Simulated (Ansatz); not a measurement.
Rows from a G0W0 calculation on GaN (P6_3mc) (Ansatz 0.2.0; G0W0 on PBE, plane waves, PAW; 6×6×4 mesh, 190 empty bands, screening to 150 eV), in eV. Spin-orbit coupling is left out.

The database entry behind the starting cell has ideal inner coordinates that were not refined, so it need not match the best structure at ambient conditions.

```tsv
row	k	band	start	Σx	Σc at the solution	Vxc
A	Γ	v1	9.692	-23.852	2.997	-20.223
B	Γ	c1	11.581	-11.532	-3.720	-15.761
C	Γ	c2	13.934	-10.173	-4.488	-15.278
```

**Question.** Give the quasiparticle energies and the shift of each level.

The quasiparticle equation reads E = start + Σx + Σc(E) − Vxc.

```tsv
row	E (eV)	shift (eV)
A	9.060	−0.632
B	12.090	+0.509
C	14.551	+0.617
```

Limits: not at the basis limit; no spin-orbit coupling.

[Paths, hosts, dates, memory and timing lines, banners, echoed tables and standing remarks are left out of the program output.]

[Logs are printed without paths, hosts, clocks, repeated set-up lines and the standing remarks that a program may print on its own settings, such as how far it seeks lower states.]

[Runs of the session that timed out or met a known fault of the program may be left out.]

[Cells called generated may have been cut or substituted from an entry of the Crystallography Open Database or the Materials Project.]

[Hosts, paths, dates, database ids (printed as entryN), source tags and the programs' standing remarks are cut or masked in the printed files.]
